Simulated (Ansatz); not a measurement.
# How Al2O3 (Corundum) absorbs and reflects light

Aim: the dielectric function of Al2O3 (Corundum), and the optical constants that follow from it.

Main program and level: Ansatz 0.2.0; DFT, PBE, plane-wave PAW, default files, scalar-relativistic, independent-particle optical response without local fields.

**Measured values to reproduce.**

For Al2O3, alpha (corundum) (high-purity reference sample), “Multi-petahertz electron interference in Cr:Al2O3 solid-state material” (2018, pmc:5906618) quotes earlier work: band gap (optical band gap of host from absorption) 8.7 eV [literature value quoted for a high-purity sample; optical absorption edge, temperature …].

For Al2O3, corundum (500 um thick double-side polished bare wafer, 300 K), “Measurement of optical constants of TiN and TiN/Ti/TiN multilayer films for microwave kinetic inductance photon-number-resolving detectors” (2018, arxiv:1802.06737) gives, by spectrophotometer reflectance and transmittance with transfer-matrix analysis: refractive index (n, approximately wavelength independent over 400-2000 nm, normal …) 1.75 [single wavelength-independent value for 400-2000 nm, dispersion neglected; derived from R …].

**1. The starting structure**

The structure is trigonal, space group R-3c (No. 167). The conventional cell has a = 4.760 Å, b = 4.760 Å, c = 12.996 Å, α = 90.00°, β = 90.00°, γ = 120.00°. Al has 6 O at 1.85 to 1.97 Å nearest. Nearest to O lie 4 Al at 1.85 to 1.97 Å. Farther neighbours, and contacts between anions beyond the nearest, are not listed.

As a file:

```cif
data_structure
_symmetry_space_group_name_H-M 'P 1'
_symmetry_Int_Tables_number 1
_cell_length_a 5.1302
_cell_length_b 5.1302
_cell_length_c 5.1302
_cell_angle_alpha 55.287
_cell_angle_beta 55.287
_cell_angle_gamma 55.287
_cell_volume 85.02
loop_
_atom_site_label
_atom_site_type_symbol
_atom_site_fract_x
_atom_site_fract_y
_atom_site_fract_z
_atom_site_occupancy
Al1 Al 0.85216 0.85216 0.85216 1
Al2 Al 0.64784 0.64784 0.64784 1
Al3 Al 0.14784 0.14784 0.14784 1
Al4 Al 0.35216 0.35216 0.35216 1
O5 O 0.05668 0.75000 0.44332 1
O6 O 0.75000 0.44332 0.05668 1
O7 O 0.44332 0.05668 0.75000 1
O8 O 0.94332 0.25000 0.55668 1
O9 O 0.25000 0.55668 0.94332 1
O10 O 0.55668 0.94332 0.25000 1
```

**2. Ground state and bands**

First the ground state: is it a metal or has it a gap?

This step: DFT, PBE, plane-wave PAW, default files, scalar-relativistic, ground state (Ansatz 0.2.0).

input.yaml

```yaml
crystal:
  lattice:
    - [2.38025, 1.3742379782, 4.3318666667]
    - [-2.38025, 1.3742379782, 4.3318666667]
    - [0.0, -2.7484759565, 4.3318666667]
  atoms:
    - { symbol: Al, position: [0.85216, 0.85216, 0.85216] }
    - { symbol: Al, position: [0.64784, 0.64784, 0.64784] }
    - { symbol: Al, position: [0.14784, 0.14784, 0.14784] }
    - { symbol: Al, position: [0.35216, 0.35216, 0.35216] }
    - { symbol: O, position: [0.05668, 0.75, 0.44332] }
    - { symbol: O, position: [0.75, 0.44332, 0.05668] }
    - { symbol: O, position: [0.44332, 0.05668, 0.75] }
    - { symbol: O, position: [0.94332, 0.25, 0.55668] }
    - { symbol: O, position: [0.25, 0.55668, 0.94332] }
    - { symbol: O, position: [0.55668, 0.94332, 0.25] }
kpoints:
  mp_grid: { grid: [6, 6, 6] }
  band_path:
    path:
      - [[0.0, 0.0, 0.0], [0.5, 0.0, 0.0], [0.5, 0.23376048, -0.23376048]]
      - [[0.76623952, 0.5, 0.23376048], [0.5, 0.5, 0.5], [0.0, 0.0, 0.0], [0.36688024, 0.0, -0.36688024]]
      - [[0.63311976, 0.36688024, 0.0], [0.5, 0.5, 0.0], [0.63311976, 0.63311976, 0.23376048], [0.5, 0.5, 0.5]]
      - [[0.5, 0.0, 0.0], [0.76623952, 0.36688024, 0.36688024]]
    npoints: 5
scf:
  occupations: { method: fermi_dirac, width: 0.05 }
  n_extra_bands: 14
hamiltonian:
  xc: pbe
  pseudopotentials: { kind: paw }
output:
  forces: true
  stress: true
  populations: true
  write_bands: true
```

Started as:

```
> ansatz run input.yaml --threads 4 --pin off --max-ram 8192MiB --backend cpu --events-out ev --progress --plain --runs-dir out
```

Standard output:

```text
scf.n_extra_bands = 14 over 24 filled bands (N_el = 48.0): the run solves 38 bands
Engine: ansatz 0.2.0, x86_64-unknown-linux-gnu
Pseudopotentials: kind: paw
Pseudopotential: Al, paw, valence charge 3, recommended cutoff 420 eV (normal), Al.paw.azcp
Pseudopotential: O, paw, valence charge 6, recommended cutoff 420 eV (normal), O.paw.azcp
Functional definition: PBE
  parameter kappa = 0.804
  parameter beta = 0.066725
  exchange = pbe_x(kappa = kappa, mu = beta*pi^2/3)
  correlation = pbe_c(beta = beta)
Crystal: 10 atoms, lattice volume = 85.018 Å³
Basis set: ecut = 420 eV, 1653 PW (Γ), exchange–correlation on 72×72×72 points (8 copies of the dense FFT grid, shifted against one another)
Bands: 38, of which v1, the nominal top of the filled ones, is band 24 counted from 1 (23 counted from 0)
Symmetry: 12 space group operations
Space group: R-3c (ITA 167), of the structure as read, at distance tolerance 4.4e-5 Å
k-points: 32 of 216
Non-local potential: Al, projectors of the file, l = 0: 2, l = 1: 2, l = 2: 1
Non-local potential: O, projectors of the file, l = 0: 2, l = 1: 2, l = 2: 1
PAW form: soft (Blöchl's): semilocal exchange-correlation on the pseudo side does not see the compensation charge
PAW one-centre angular grid: Al, 110 points (default); XC on 64 Gauss nodes
PAW one-centre angular grid: O, 110 points (default); XC on 64 Gauss nodes
Initial density: superposition of atomic densities (neutral atoms: chi_scale 0, normalization atom), corrected by the library's trained network
Initial wavefunctions: pseudopotential atomic-orbital guess
Functional: x = pbe(κ = 0.804, μ = 0.219515), c = pbe(β = 0.066725)
SCF iter   1: F=—  HF=-5569.549124 eV  |F-HF|=—  |Δ(HF+E_count)|=         —  Δρ=1.74e-3  dr2=1.30e-3  ethr=1.77e-3  ⟨swp⟩=6.3  Hψ=6004  notcnv=0  defer=39
preconditioner: auto → Resta (q_TF=auto, 2.480 Å⁻¹)  ε∞=3.3  [insulator: Δε(μ)=6.209 eV  Ē_g=18.469 eV  σ=0.050 eV  W_gap=1.00  n_scr=20 (ndim 8)  ℏωp=27.9 eV  f_vac=0.000  D(μ)=0.00/eV (n_scr^D=0)  ε∞_Penn≈3.3]
SCF iter   2: F=—  HF=-5569.550186 eV  |F-HF|=—  |Δ(HF+E_count)|=   1.06e-3  Δρ=8.53e-4  dr2=2.23e-4  ethr=2.71e-6  ⟨swp⟩=2.0  Hψ=2228  notcnv=0  defer=95
SCF iter   3: F=—  HF=-5569.550769 eV  |F-HF|=—  |Δ(HF+E_count)|=   5.83e-4  Δρ=2.88e-4  dr2=3.41e-5  ethr=4.65e-7  ⟨swp⟩=2.3  Hψ=1659  notcnv=0  defer=95
SCF iter   4: F=—  HF=-5569.550867 eV  |F-HF|=—  |Δ(HF+E_count)|=   9.79e-5  Δρ=4.58e-5  dr2=1.07e-6  ethr=7.11e-8  ⟨swp⟩=2.0  Hψ=1615  notcnv=0  defer=95
iter 5 did not close the SCF: its close was put off for the readings that it lacked (scf_convergence_deferred on its scf_iter line)
SCF iter   5: F=-5569.550868 eV  HF=-5569.550868 eV  |F-HF|=2.35e-8  |Δ(HF+E_count)|=   1.33e-6  Δρ=7.54e-6  dr2=1.89e-8  ethr=2.23e-9  ⟨swp⟩=2.0  Hψ=1662  notcnv=0  defer=95
SCF iter   6: F=-5569.550868 eV  HF=-5569.550868 eV  |F-HF|=3.18e-10  |Δ(HF+E_count)|=   2.56e-8  Δρ=1.67e-6  dr2=1.75e-9  ethr=3.95e-11  ⟨swp⟩=7.5  Hψ=5604  notcnv=0
SCF 1 converged in 6 iterations: F = -5569.550868 eV  dr2 = 1.75e-9
  greatest PAW one-centre occupation: 0.859 electrons in one spin orbital (limit 2), on the O atom at site 9 (counted from 0), in its partial waves of l = 0
NSCF: frozen V_eff on 49 k-points
SCF converged after 6 iterations
Free energy (F): -5569.550868 eV
Harris-Foulkes:  -5569.550868 eV  (|F-HF|=3.18e-10)
Internal energy: -5569.550868 eV  (E = F + TS)
E sigma→0 (E₀):  -5569.550868 eV
Fermi energy:    10.921900 eV
--- Per-component energies (eV) ---
  E_band       = 66.965571
  E_kinetic    = 1184.757069
  E_local      = -1979.097863  (includes V_loc(G=0)·N_el)
  E_nonlocal   = 324.568273
  E_hartree    = 734.069763
  E_xc         = -613.961184
  E_vxc        = -697.573878  (∫ρ·V_xc dr)
  E_paw        = -2822.171534  (= ΣΔE_a)
  E_vpaw       = -233.841774  (= ΣTr[D̂ρ^β])
  E_aug_tail   = 0.015174  (compensation charges beyond the density's cutoff)
  E_ewald      = -2397.730569
  E_smearing   = -0.000000  (= −TS)
  E_closure    = 0.000000  (closes the sum)
  Σ components = -5569.550868   (vs F -5569.550868, Δ=0.00e0)
--- Forces (eV/Å), atoms counted from 1 ---
  atom   1  Al     0.00000000     0.00000000    -0.02901527
  atom   2  Al     0.00000000    -0.00000000     0.02901527
  atom   3  Al    -0.00000000    -0.00000000     0.02901527
  atom   4  Al    -0.00000000     0.00000000    -0.02901527
  atom   5  O     -0.01254789    -0.02173358    -0.00000000
  atom   6  O     -0.01254789     0.02173358     0.00000000
  atom   7  O      0.02509578     0.00000000     0.00000000
  atom   8  O      0.01254789     0.02173358     0.00000000
  atom   9  O      0.01254789    -0.02173358    -0.00000000
  atom  10  O     -0.02509578     0.00000000     0.00000000
  max |Σ_I F_I| component: 1.27e-17 eV/Å
--- Stress (GPa, compression-positive) ---
        7.538220       0.000000       0.000000
        0.000000       7.538220       0.000000
       -0.000000       0.000000       6.951250
  P = ⅓ Tr σ = 7.3426 GPa (73.426 kbar)
--- Band table (eV; the first three rows and the last of 32) ---
  k-point 0: bands = [... 20 lower, 7.2533, 7.7066, 7.7066, 7.7509, 13.9678, 16.9105, 18.5126, 19.2897, ... 10 higher]
  k-point 1: bands = [... 20 lower, 7.0658, 7.4032, 7.6666, 7.7001, 14.5977, 17.4177, 18.0774, 18.9780, ... 10 higher]
  k-point 2: bands = [... 20 lower, 6.9074, 7.1998, 7.5192, 7.5646, 15.9118, 17.5684, 17.9221, 18.2813, ... 10 higher]
  k-point 31: bands = [... 20 lower, 7.3683, 7.3683, 7.3683, 7.3683, 16.4293, 16.4293, 18.8590, 18.8590, ... 10 higher]
--- Löwdin populations: 10 sites ---
  site symbol       q [e]
     0     Al      1.7068
     1     Al      1.7068
     2     Al      1.7068
     3     Al      1.7068
     4      O      6.7993
     5      O      6.7993
     6      O      6.7993
     7      O      6.7993
     8      O      6.7993
     9      O      6.7993
  spilling = 0.007855 (of n_electrons = 48.000000)
```

The job ended after 4.3 s (4 threads of Intel Xeon at 2.70GHz, shared host; peak memory 0.46 GiB).

In the SCF lines HF is the Harris–Foulkes energy and dr2 the Hartree energy of the density residual, in eV; the loop may stop once dr2 is under the threshold and the program's other checks hold. Hψ counts applications of the Hamiltonian.

Numbers from this step:

| Item | Value |
| --- | --- |
| free energy | -5569.5509 eV |
| Fermi energy | 10.92 eV |
| gap by band count | 6.217 eV |
| electrons | 48 |
| symmetry operations | 12 |
| pressure | 7.343 GPa |
| gap on the k-mesh | 6.217 eV |
| volume | 85.02 Å³ |
| gap on the path | 6.217 eV |
| least direct gap on the path | 6.217 eV |

There is a gap, 6.22 eV on the path, so no carriers' term is needed. The cell is left with a pressure of 7.3 GPa and forces up to 0.03 eV/Å, as it stands unrelaxed at this level.

The electronic bands at the labelled points (eV, zero at the Fermi level; v1 is the highest filled band, c1 the lowest empty one):

```
          point     v4     v3     v2     v1    c1    c2    c3    c4
              Γ  -3.67  -3.21  -3.21  -3.17  3.05  5.99  7.59  8.37
0.60 of the way  -3.98  -3.68  -3.37  -3.33  4.71  6.74  7.12  7.47
              L  -4.08  -4.08  -3.44  -3.44  6.30  6.30  6.48  6.48
0.60 of the way  -4.01  -4.01  -3.50  -3.50  6.21  6.21  6.77  6.77
             B1  -4.02  -4.02  -3.68  -3.68  6.54  6.54  6.96  6.96
      jump to B  -4.02  -4.02  -3.68  -3.68  6.54  6.54  6.96  6.96
0.60 of the way  -3.90  -3.90  -3.66  -3.66  5.99  5.99  7.78  7.78
              Z  -3.55  -3.55  -3.55  -3.55  5.51  5.51  7.94  7.94
0.40 of the way  -3.69  -3.69  -3.33  -3.33  4.35  6.02  7.45  8.45
              Γ  -3.67  -3.21  -3.21  -3.17  3.05  5.99  7.59  8.37
0.40 of the way  -3.95  -3.67  -3.29  -3.22  4.23  6.81  7.00  7.50
              X  -4.06  -4.02  -3.73  -3.46  6.34  6.38  6.58  7.06
      jump to Q  -4.06  -4.02  -3.73  -3.46  6.34  6.38  6.58  7.06
0.40 of the way  -4.13  -3.96  -3.92  -3.44  6.42  6.58  6.66  7.02
              F  -4.20  -4.09  -3.91  -3.43  6.47  6.56  6.76  7.24
0.40 of the way  -4.20  -4.05  -3.93  -3.46  6.54  6.60  6.81  7.13
             P1  -4.21  -4.03  -3.92  -3.64  6.58  6.77  7.03  7.21
0.60 of the way  -3.85  -3.79  -3.65  -3.63  5.88  5.88  7.71  8.00
              Z  -3.55  -3.55  -3.55  -3.55  5.51  5.51  7.94  7.94
      jump to L  -4.08  -4.08  -3.44  -3.44  6.30  6.30  6.48  6.48
0.40 of the way  -4.21  -3.97  -3.60  -3.49  6.16  6.33  6.58  6.95
              P  -4.21  -4.03  -3.92  -3.64  6.58  6.77  7.03  7.21
```

(Part 1 of 2 ends here.)

[Long decimals in the printed logs are rounded to 6 places.]

[Logs are printed without paths, hosts, clocks, repeated set-up lines and the standing remarks that a program may print on its own settings, such as how far it seeks lower states.]

[Hosts, paths, dates, database ids (printed as entryN), source tags and the programs' standing remarks are cut or masked in the printed files.]

[Where the starting crystal was built by hand or by swapping elements, it need not be the compound's stable phase.]

[The count of steps not shown may lack steps that the program refused or didn't finish.]
